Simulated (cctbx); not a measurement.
# A crystallographic session in cctbx: TeIr3S8

Library: cctbx 2025.11.

## 1. Energy scan

run.py:

```python
from cctbx import adptbx, crystal, miller, xray
from cctbx.array_family import flex
from cctbx.eltbx import sasaki

cs = crystal.symmetry(unit_cell=(7.095, 7.095, 16.841, 90, 90, 120), space_group_symbol='Hall: -R 3 2"')  # R-3m
atoms = [  # label, site, U (iso, or U11 U22 U33 U12 U13 U23 in A^2), occupancy
    ("Ir1", (0.16667, 1/3, 1/3), (0.0037, 0.0030, 0.0032, 0.0015, 0.0005, 0.0009), 1),
    ("Te1", (0, 0, 0), (0.0036, 0.0036, 0.0039, 0.0018, -0.0000, 0.0000), 1),
    ("S1", (0.1703, 0.3406, 0.0711), (0.0052, 0.0050, 0.0054, 0.0025, 0.0002, 0.0003), 1),
    ("S2", (1/3, 2/3, 0.3953), (0.0053, 0.0053, 0.0067, 0.0026, 0.0000, 0.0000), 1),
]
xs = xray.structure(crystal_symmetry=cs)
for label, site, u, occ in atoms:
    u = adptbx.u_cif_as_u_star(cs.unit_cell(), u) if isinstance(u, tuple) else u
    xs.add_scatterer(xray.scatterer(label, site=site, u=u, occupancy=occ))
hkl = [(1, 1, 0), (1, 0, 4), (1, 0, 1), (0, 1, 2)]
ms = miller.set(cs, flex.miller_index(hkl + [tuple(-v for v in h) for h in hkl]), anomalous_flag=True)
print("E (eV)    f'(Ir)   f''   " + "".join("%16s" % ("|F|" + " ".join(map(str, h))) for h in hkl))
for e in [10615, 10965, 11095, 11155, 11185, 11200, 11207, 11211, 11219, 11223, 11230, 11245, 11275, 11365, 11615]:
    xs.set_inelastic_form_factors(12398.42 / e, "sasaki")
    t = sasaki.table("Ir").at_ev(e)
    f = flex.abs(ms.structure_factors_from_scatterers(xs, algorithm="direct").f_calc().data())
    n = len(hkl)
    print("%7.0f %7.2f %6.2f  " % (e, t.fp(), t.fdp()) + "".join("%9.1f/%6.1f" % (f[k], f[k + n]) for k in range(n)))
```

```console
$ python run.py
```

```text
E (eV)    f'(Ir)   f''           |F|1 1 0        |F|1 0 4        |F|1 0 1        |F|0 1 2
  10615   -8.90   4.21       46.7/  46.7     55.6/  55.6     61.0/  61.0     47.1/  47.1
  10965  -10.65   4.00       41.5/  41.5     50.4/  50.4     55.8/  55.8     41.9/  41.9
  11095  -12.08   3.92       37.2/  37.2     46.2/  46.2     51.6/  51.6     37.6/  37.6
  11155  -13.44   3.89       33.2/  33.2     42.1/  42.1     47.5/  47.5     33.6/  33.6
  11185  -14.79   3.87       29.1/  29.1     38.1/  38.1     43.5/  43.5     29.5/  29.5
  11200  -16.12   3.86       25.2/  25.2     34.2/  34.2     39.5/  39.5     25.5/  25.5
  11207  -17.28   3.86       21.7/  21.7     30.7/  30.7     36.0/  36.0     22.0/  22.0
  11211  -18.48   3.85       18.1/  18.1     27.1/  27.1     32.4/  32.4     18.5/  18.5
  11219  -19.44  10.19       24.9/  24.9     31.3/  31.3     35.6/  35.6     25.1/  25.1
  11223  -17.74  10.19       28.2/  28.2     35.4/  35.4     39.9/  39.9     28.5/  28.5
  11230  -16.34  10.18       31.4/  31.4     38.9/  38.9     43.6/  43.6     31.7/  31.7
  11245  -14.87  10.15       34.9/  34.9     42.7/  42.7     47.6/  47.6     35.2/  35.2
  11275  -13.42  10.11       38.5/  38.5     46.5/  46.5     51.5/  51.5     38.9/  38.9
  11365  -11.61   9.97       43.2/  43.2     51.4/  51.4     56.5/  56.5     43.5/  43.5
  11615   -9.62   9.61       48.3/  48.3     56.7/  56.7     61.9/  61.9     48.7/  48.7
```

It took 0.22 s on 1 thread of Arm Neoverse V2 (shared host), peak memory 0.07 GiB.

[Logs are printed without paths, hosts, clocks, repeated set-up lines and the standing remarks that a program may print on its own settings, such as how far it seeks lower states.]
